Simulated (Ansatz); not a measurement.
An input for Ansatz 0.2.0 (MoS2 (P-6m2)):

```yaml
crystal:
  lattice:
    - [3.1840155185, 0.0, 0.0]
    - [-1.5920077592, 2.757438325, 0.0]
    - [0.0, 0.0, 28.3873198]
  atoms:
    - { symbol: Mo, position: [0.66666667, 0.33333333, 0.0] }
    - { symbol: Mo, position: [0.33333333, 0.66666667, 0.77183523] }
    - { symbol: Mo, position: [0.33333333, 0.66666667, 0.22816477] }
    - { symbol: S, position: [0.33333333, 0.66666667, 0.05466588] }
    - { symbol: S, position: [0.66666667, 0.33333333, 0.82650691] }
    - { symbol: S, position: [0.66666667, 0.33333333, 0.28281249] }
    - { symbol: S, position: [0.33333333, 0.66666667, 0.94533412] }
    - { symbol: S, position: [0.66666667, 0.33333333, 0.71718751] }
    - { symbol: S, position: [0.66666667, 0.33333333, 0.17349309] }
kpoints:
  mp_grid: { grid: [9, 9, 2] }
hamiltonian:
  xc: lda
  pseudopotentials: { kind: paw, azcp: { folder: soft_1 }, xc_functional: pbe }
scf:
  occupations: { method: fixed }
dielectric: {}
```

```sh
ansatz run input.yaml --threads 3 --pin off --max-ram 92160MiB --backend cuda --events-out ev --progress --plain --runs-dir out --devices 1 --max-vram 13GiB
```

**Question.** How long will it take on 1 × NVIDIA H100 80GB HBM3 (shared by 6 runs) with 3 threads of AMD EPYC 7R13 (Zen 3), shared host, and how much memory?

It took 84 s; on shared hardware allow 42 s to 2.8 min. Peak host memory was 3.1 GiB.

[Paths, hosts, dates, memory and timing lines, banners, echoed tables and standing remarks are left out of the program output.]

[Logs are printed without paths, hosts, clocks, repeated set-up lines and the standing remarks that a program may print on its own settings, such as how far it seeks lower states.]

[Runs of the session that timed out or met a known fault of the program may be left out.]

[Cells called generated may have been cut or substituted from an entry of the Crystallography Open Database or the Materials Project.]

[Hosts, paths, dates, database ids (printed as entryN), source tags and the programs' standing remarks are cut or masked in the printed files.]
